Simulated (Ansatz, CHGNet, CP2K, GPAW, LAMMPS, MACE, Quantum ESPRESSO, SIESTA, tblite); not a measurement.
## tblite on glassy 63SiO2-14B2O3-11Na2O-11CaO (mol %) (111 atoms): settings against a plane-wave reference

Wanted: tblite inputs and outputs for glassy 63SiO2-14B2O3-11Na2O-11CaO (mol %) (111 atoms), checked against a plane-wave reference.

Method: the method is named at each step, in tblite 0.8.0.

## (1) The structure

The cell holds 111 atoms: 22 Si, 10 B, 8 Na, 4 Ca and 67 O. Its edges and angles: a = 11.245 Å, b = 11.245 Å, c = 11.245 Å, α = 90.0°, β = 90.0°, γ = 90.0°. 111 atoms (22 Si, 10 B, 8 Na, 4 Ca, 67 O) placed at random at 2.33 g/cm³, melted at 3000 K for 20 ps at fixed volume with the Buckingham and Coulomb pair potential of Guillot and Sator (Geochim. Cosmochim. Acta 71, 1249 (2007)) with the boron terms of Wang et al. (J. Non-Cryst. Solids 498, 294 (2018)). Quenched from 3000 K to 300 K at 30 K/ps and fixed volume, held 10 ps at zero pressure.

The yardstick, on the same geometry:

```
method                                           : Kohn-Sham DFT, PBE, SSSP efficiency 1.3.0 pseudopotentials, plane waves (Quantum ESPRESSO 7.5); sssp-pbe-1.3.0-efficiency, cutoffs 60/480 Ry, Γ point
r.m.s. force component                           : 1.145 eV/Å
longest force                                    : 6.195 eV/Å
pressure                                         : -1.463 GPa
gap (highest filled to lowest empty level) : 2.198 eV
time                                             : 7.9 min on 4 MPI ranks of Arm Neoverse N1, shared host
CPU time                                         : 32 min
```

## (2) IPEA1-xTB

Method: IPEA1-xTB tight binding, diagonalisation.

run.py reads:

```python
import numpy as np
from ase.io import read
from tblite.ase import TBLite

atoms = read("structure.xyz")
atoms.calc = TBLite(method="IPEA1-xTB", electronic_temperature=580, accuracy=1.0, max_iterations=250, mixer_damping=0.4, verbosity=1)
energy = atoms.get_potential_energy()
forces = atoms.get_forces()
print(f"energy {energy:.6f} eV")
print("forces (eV/A)")
for i, (a, f) in enumerate(zip(atoms, forces)):
    print(f"{i:4d} {a.symbol:2s} {f[0]:10.5f} {f[1]:10.5f} {f[2]:10.5f}")
stress = -atoms.get_stress(voigt=False) * 160.21766
print("stress (GPa, compression positive)")
for row in stress:
    print(" ".join(f"{x:10.4f}" for x in row))
print("charges (e)")
print(np.array2string(atoms.get_charges(), precision=4, suppress_small=True, max_line_width=110, threshold=100000))
```

structure.xyz reads:

```xyz
111
Lattice="11.24538 0.00000 0.00000 0.00000 11.24538 0.00000 0.00000 0.00000 11.24538" Properties=species:S:1:pos:R:3 pbc="T T T"
Si 1.18976 4.46003 8.39018
Si 6.16247 1.98593 1.28681
Si 9.72174 3.55838 3.71457
Si 3.18379 1.79443 0.18600
Si 9.29296 9.16060 10.29143
Si 7.94621 6.41875 6.77568
Si 5.49056 1.64138 4.34600
Si 9.45523 5.07583 1.04357
Si 1.44649 8.50814 2.91120
Si 4.57811 6.76387 11.05072
Si 7.30466 2.89152 8.33103
Si 0.81450 9.97994 9.44612
Si 5.81634 6.01853 4.47173
Si 2.85048 5.81139 3.82422
Si 0.43553 10.54367 4.88342
Si 5.53419 9.27463 4.40065
Si 8.85360 0.55698 0.23593
Si 4.74915 9.43825 1.46741
Si 10.04347 2.88894 9.96734
Si 2.59712 1.66465 5.58198
Si 1.69310 7.16556 9.81024
Si 2.84441 0.71869 8.49251
B 2.25200 10.63498 0.81383
B 0.99758 4.27516 5.35168
B 11.00642 7.64259 0.79471
B 7.61863 11.13360 5.03276
B 7.18917 3.43850 5.36675
B 6.81819 4.82798 1.91543
B 6.90882 7.85130 9.38213
B 3.47966 4.55325 1.23868
B 9.65630 11.06129 6.71732
B 9.72995 0.71667 3.07988
Na 8.30966 9.24438 1.90114
Na 4.25953 8.22375 8.06946
Na 4.62511 3.42051 9.77763
Na 0.03644 6.81065 6.41987
Na 1.15917 2.25110 2.71655
Na 2.33319 9.68733 6.58473
Na 4.67515 4.01606 7.02668
Na 9.68137 8.74013 4.10917
Ca 8.04090 5.56781 9.76864
Ca 6.06531 10.76374 7.34121
Ca 10.01289 3.30873 6.94222
Ca 5.85401 11.03712 10.28053
O 3.03232 4.91536 2.51390
O 4.69753 9.60299 3.07010
O 4.62894 9.67766 5.67329
O 1.48529 11.09278 8.45833
O 7.49988 1.47742 0.46095
O 9.85478 3.99267 11.14856
O 4.07353 10.90791 8.62948
O 1.57042 5.42196 4.72891
O 10.76498 0.05353 3.80600
O 6.47891 0.86848 5.37226
O 7.02072 9.97105 4.47341
O 3.89495 1.43750 4.68876
[... 51 atom lines left out ...]
O 8.36668 10.91758 6.25603
O 5.84254 7.63876 4.40245
O 5.95690 6.98012 10.17943
O 10.51162 9.59163 9.21154
```

Started as:

```bash
$ OMP_NUM_THREADS=1 python run.py > output.txt
```

Log:

```text
------------------------------------------------------------
  cycle        total energy    energy error   density error
------------------------------------------------------------
      1     -382.5108114749  -3.8408288E+02   7.9652081E-01
      2     -388.8639308198  -6.3531193E+00   4.5814022E-01
      3     -387.3430243331   1.5209065E+00   3.0314399E-01
      4     -391.2913168527  -3.9482925E+00   4.3585243E-02
      5     -391.4492905841  -1.5797373E-01   1.1215901E-02
      6     -391.4582990819  -9.0084978E-03   3.7541622E-03
      7     -391.4592476380  -9.4855606E-04   1.8043712E-03
      8     -391.4594271505  -1.7951248E-04   6.8117329E-04
      9     -391.4594388929  -1.1742397E-05   3.4542267E-04
     10     -391.4594431210  -4.2281499E-06   8.7604443E-05
     11     -391.4594438585  -7.3745127E-07   2.7579365E-05
     12     -391.4594438909  -3.2445769E-08   1.2947258E-05
------------------------------------------------------------
 total:                                  13.420 sec
energy -10652.154041 eV
forces (eV/A)
   0 Si    2.99977   -0.12090   -0.86132
   1 Si   -0.23718   -0.10620   -1.25361
   2 Si    0.63468   -0.10000    1.66957
   3 Si    0.45904    1.16720   -0.25312
   4 Si   -0.60306   -1.05217    0.20765
   5 Si    3.11036    2.52805   -0.37337
   6 Si    0.24067    0.55660    0.23105
   7 Si    0.39365    1.93654   -0.77940
   8 Si    0.27232    1.33679   -2.79984
   9 Si    2.01800    0.97998   -0.42567
  10 Si   -5.69498    0.76831   -0.19634
  11 Si    1.43647    0.09824    0.00044
  12 Si    1.82399    0.27353    0.81788
  13 Si   -0.74692    1.11174    0.00612
  14 Si   -0.84234    1.09417    0.92307
  15 Si   -0.69529   -0.10899    2.64643
  16 Si    0.66310    0.30623    1.55733
  17 Si    1.87927    0.89897   -1.74292
  18 Si    0.17794    1.14848   -1.70053
  19 Si   -1.90498    0.82499   -0.82789
  20 Si   -1.24661    1.20994   -0.01013
  21 Si    2.36604   -0.94742   -0.04842
  22 B     0.33873   -1.79936   -0.25353
  23 B    -0.39214   -1.68949    0.68282
[...]
103 O    -0.94387    0.86919    2.28195
 104 O    -1.58230   -2.44661   -1.75267
 105 O    -0.16321   -0.44042    0.28819
 106 O     0.36745   -0.49729   -0.16973
 107 O    -0.66060   -0.76976    0.75080
 108 O    -0.12314    0.41482   -0.47238
 109 O    -0.37708   -0.72595    0.52626
 110 O    -0.68589    0.01015    0.57163
stress (GPa, compression positive)
   -9.4734    -1.6677     1.5772
   -1.6677    -7.2530    -0.2742
    1.5772    -0.2742    -9.0368
charges (e)
[ 0.3659  0.4614  0.4062  0.4536  0.4594  0.2874  0.4612  0.4206  0.4358  0.4365  0.3541  0.4438  0.4314
  0.4477  0.4156  0.3435  0.4654  0.3661  0.4521  0.4397  0.4234  0.4144  0.2237  0.2225  0.2136  0.2099
  0.2386  0.2425  0.1912  0.2404  0.2056  0.2297  0.2247  0.2963  0.2307  0.2967  0.2549  0.3014  0.2665
  0.2461  0.7734  0.7053  0.7731  0.7074 -0.2038 -0.2068 -0.355  -0.2156 -0.1761 -0.1889 -0.3221 -0.24
 -0.2496 -0.2314 -0.2632 -0.1964 -0.197  -0.2167 -0.2626 -0.3808 -0.3915 -0.1898 -0.257  -0.2484 -0.1984
 -0.2245 -0.2474 -0.255  -0.21   -0.247  -0.2497 -0.4234 -0.2119 -0.3644 -0.2358 -0.2118 -0.2185 -0.2164
 -0.3144 -0.2451 -0.2262 -0.2081 -0.1792 -0.2568 -0.2708 -0.2047 -0.2179 -0.2005 -0.365  -0.2391 -0.3389
 -0.1993 -0.1861 -0.2412 -0.2511 -0.2113 -0.2157 -0.1878 -0.2054 -0.2356 -0.2069 -0.3608 -0.1886 -0.2767
 -0.3623 -0.2578 -0.2024 -0.2536 -0.2253 -0.2335 -0.2045]
```

It took 14 s on 1 thread of Arm Neoverse N1, shared host; peak memory 0.15 GiB.

Banners, paths, timers and routine set-up lines are dropped from the logs unmarked, and long logs keep their key lines alone; longer cuts are marked.

Compared with the plane-wave run:

```yaml
r_m_s_force_component: 1.03 eV/Å
r_m_s_difference_of_force_components: 632.9 meV/Å
longest_difference_of_force_vectors: 2576 meV/Å
force_difference_over_r_m_s_force: 55.26 %
slope_of_forces_against_the_reference_s: 0.7519
correlation_of_force_components: 0.8359
pressure: -8.588 GPa
pressure_difference: -7.125 GPa
```

Length of the force difference by element (eV/Å):

| element | atoms | mean | most |
| --- | --- | --- | --- |
| B | 10 | 1.2 | 1.8 |
| Ca | 4 | 1.0 | 1.4 |
| Na | 8 | 0.93 | 1.4 |
| O | 67 | 0.76 | 1.6 |
| Si | 22 | 1.5 | 2.6 |

A closer look about Si11, which bears the longest force: 12 atoms, nearest first, numbered in the order of the input, with positions taken from that point.

```csv
atom,x,y,z,distance (Å),Mulliken charge (e),Fx,Fy,Fz (eV/Å)
Si11,0.00,0.00,0.00,0.00,0.35,-5.69,0.77,-0.20
O93,1.37,0.17,0.74,1.56,-0.19,3.22,0.19,1.00
O79,-0.80,-1.37,0.42,1.64,-0.31,0.58,0.33,-0.53
O76,0.14,0.19,-1.63,1.65,-0.21,0.32,0.41,-2.12
O60,-0.92,1.37,0.40,1.69,-0.38,1.08,-1.42,0.29
B27,-0.12,0.55,-2.96,3.02,0.24,1.66,-0.74,0.97
Ca43,2.71,0.42,-1.39,3.07,0.77,-0.81,-0.19,0.12
Na35,-2.68,0.53,1.45,3.09,0.23,-0.09,-0.16,0.75
Ca41,0.74,2.68,1.44,3.13,0.77,-0.34,-0.18,-0.40
Na39,-2.63,1.12,-1.30,3.14,0.27,0.38,0.06,-0.81
O91,1.71,2.51,-0.89,3.17,-0.34,0.31,-1.37,0.07
Si19,2.74,0.00,1.64,3.19,0.45,0.18,1.15,-1.70
```

Atoms are counted from 1 here, from 0 in the log.

Forces lie 55 % from the reference's, at 0.0075 times its CPU time (on 1 against 4 cores).

## (3) GFN1-xTB

Method: GFN1-xTB tight binding, diagonalisation.

Edit run.py of step 2 so:

```diff
@@ -5,3 +5,3 @@
 atoms = read("structure.xyz")
-atoms.calc = TBLite(method="IPEA1-xTB", electronic_temperature=580, accuracy=1.0, max_iterations=250, mixer_damping=0.4, verbosity=1)
+atoms.calc = TBLite(method="GFN1-xTB", electronic_temperature=580, accuracy=1.0, max_iterations=250, mixer_damping=0.4, verbosity=1)
 energy = atoms.get_potential_energy()
```

structure.xyz is that of step 2.

Log:

```text
------------------------------------------------------------
  cycle        total energy    energy error   density error
------------------------------------------------------------
      1     -349.5096446883  -3.5096181E+02   1.0301973E+00
      2     -330.2021263226   1.9307518E+01   1.0188521E+00
      3     -370.5563794499  -4.0354253E+01   5.1860543E-01
      4     -381.0145322915  -1.0458153E+01   1.0831766E-01
      5     -380.9076195143   1.0691278E-01   8.6817416E-02
      6     -381.2090421915  -3.0142268E-01   1.7997084E-02
      7     -381.2129298208  -3.8876293E-03   1.1372977E-02
      8     -381.2138263174  -8.9649660E-04   6.6667329E-03
      9     -381.2156137144  -1.7873970E-03   2.3738225E-03
     10     -381.2158921449  -2.7843047E-04   7.7994997E-04
     11     -381.2159158003  -2.3655374E-05   2.6069670E-04
     12     -381.2159168745  -1.0742764E-06   8.4369559E-05
     13     -381.2159170438  -1.6922121E-07   2.6519687E-05
     14     -381.2159170783  -3.4543007E-08   1.1148103E-05
------------------------------------------------------------
 total:                                  10.189 sec
energy -10373.413478 eV
forces (eV/A)
   0 Si    3.63729    0.12678   -0.77076
   1 Si   -0.10387    0.47780   -0.57085
   2 Si    0.46046   -0.74499    1.54293
   3 Si    0.02471    1.12657    0.23935
   4 Si    0.29205   -1.36519    0.68975
   5 Si    2.24697    2.76724   -1.01823
   6 Si    0.66511    0.65683    0.69005
   7 Si    0.60479    2.50347   -0.31864
   8 Si    0.14604    1.28246   -3.40149
   9 Si    1.34821    0.82834    0.03690
  10 Si   -5.24313    0.68660   -0.71053
  11 Si    1.69237    0.17799    1.01987
  12 Si    1.82134    0.50833    0.55628
  13 Si   -1.05999    1.04615    0.08409
  14 Si   -1.39938    1.38252    0.54057
  15 Si    0.33003   -0.35755    1.92451
  16 Si    0.97930    0.26816    2.45385
  17 Si    0.95170    0.86090   -1.57186
  18 Si    0.67090    1.13870   -1.00996
  19 Si   -2.14903    1.00465   -1.20373
  20 Si   -1.54046    1.44658    0.75200
  21 Si    1.41342   -0.42371   -0.03974
  22 B     0.25960   -1.86655   -0.26238
  23 B     0.32715   -1.29289    0.21314
[...]
103 O    -0.84751    0.49103    1.55763
 104 O    -1.29146   -0.45368   -1.60367
 105 O     0.19857   -0.72552    0.38867
 106 O     0.35478   -0.22287   -0.29488
 107 O    -0.47139   -1.02272    1.73015
 108 O    -0.19800    0.26571   -0.47322
 109 O    -0.44540   -0.97464    0.82534
 110 O    -1.05645   -0.09746    0.43418
stress (GPa, compression positive)
    1.1322    -1.5114     1.2133
   -1.5114     2.5181    -0.0131
    1.2133    -0.0131     1.2101
charges (e)
[ 0.4534  0.5253  0.4719  0.5157  0.5198  0.4212  0.5146  0.4771  0.487   0.4921  0.4699  0.5236  0.4934
  0.4931  0.4933  0.4574  0.5369  0.4604  0.5217  0.4936  0.4918  0.5093  0.7089  0.7042  0.7038  0.7041
  0.7232  0.7028  0.7046  0.7025  0.6827  0.706   0.1667  0.1634  0.1139  0.1685  0.2009  0.1853  0.1629
  0.2005  0.6478  0.5859  0.6358  0.6155 -0.3178 -0.2391 -0.3929 -0.2543 -0.2439 -0.2524 -0.3568 -0.3417
 -0.3407 -0.3404 -0.3481 -0.2331 -0.2617 -0.2628 -0.3766 -0.4143 -0.4442 -0.2362 -0.3492 -0.3023 -0.3162
 -0.2654 -0.3531 -0.3456 -0.3349 -0.3402 -0.3537 -0.46   -0.2751 -0.4444 -0.339  -0.3135 -0.3148 -0.3376
 -0.3551 -0.3626 -0.3275 -0.3308 -0.2292 -0.362  -0.3722 -0.256  -0.3355 -0.2365 -0.5925 -0.3689 -0.3677
 -0.2313 -0.2312 -0.3484 -0.348  -0.253  -0.2468 -0.2323 -0.2463 -0.3502 -0.2411 -0.4254 -0.2269 -0.3605
 -0.5101 -0.366  -0.2541 -0.4118 -0.2552 -0.3286 -0.2469]
```

It took 11 s on 1 thread; peak memory 0.13 GiB.

Compared with the plane-wave run:

| Quantity | Value |
| --- | --- |
| r.m.s. force component | 0.9939 eV/Å |
| r.m.s. difference of force components | 507.6 meV/Å |
| longest difference of force vectors | 2018 meV/Å |
| force difference over r.m.s. force | 44.33 % |
| slope of forces against the reference's | 0.7784 |
| correlation of force components | 0.8969 |
| pressure | 1.62 GPa |
| pressure difference | 3.083 GPa |

Against the first run (55 %), the force difference from the reference is 44 %, at 0.77 times the CPU time.

## (4) The ladder

Differences are against the plane-wave reference, forces as r.m.s. over components; share is that over the reference's r.m.s. force, slope the least-squares factor from reference forces to these. Total energies of different programs have different zeros and aren't compared.

```
             run  Δ force, r.m.s. (meV/Å)  share (%)  slope  Δ pressure (GPa)  cores  CPU time  memory (GiB)
       reference                        -          -      -                 -      4    32 min           4.7
tblite IPEA1-xTB                      633       55.3  0.752             -7.12      1      14 s          0.15
 tblite GFN1-xTB                      508       44.3  0.778              3.08      1      11 s          0.13
```

CPU time is summed over cores on a shared host, where runs went side by side, so it is rough. Symmetry, cutoffs, thresholds, outputs and thread counts weren't matched or tuned between programs; memory under MPI is the largest rank's times the ranks.

## (5) Summary of results

- nearest in forces: tblite GFN1-xTB, 44 %
- its CPU time: 11 s

**Reading.** Tight binding differs by 44 % (tblite GFN1-xTB) to 55 % (tblite IPEA1-xTB); it is another model, with fitted parameters of its own, and the xTB methods hold dispersion. IPEA1-xTB was fitted to ionisation energies and electron affinities, not to forces or charges. Of the electronic-structure runs that take under half the reference's CPU time, tblite GFN1-xTB comes nearest, at 44 % in 11 s against 32 min; its pressure misses by +3.1 GPa. Periodic xTB results under one method name differ between programs and library versions. The reference's pressure holds the uncorrected Pulay stress of its 60 Ry basis, so small pressure differences, and their order, may be the reference's own error. The quench rate of 30 K/ps is many orders above laboratory rates, so the cell is likely richer in defects and strain than a real sample. The network of bonds at the start is that of the classical potential that made the cell, and needn't be the one that DFT or experiment would give. The electronic-structure runs sample only Γ, in a cell whose shortest periodic width is 11 Å.

[Also dropped from logs without a mark: logging warnings of Python, and SIESTA's first energy breakdown and zero terms.]

[Logs are printed without paths, hosts, clocks, repeated set-up lines and the standing remarks that a program may print on its own settings, such as how far it seeks lower states.]

[Hosts, paths, dates, database ids (printed as entryN), source tags and the programs' standing remarks are cut or masked in the printed files.]
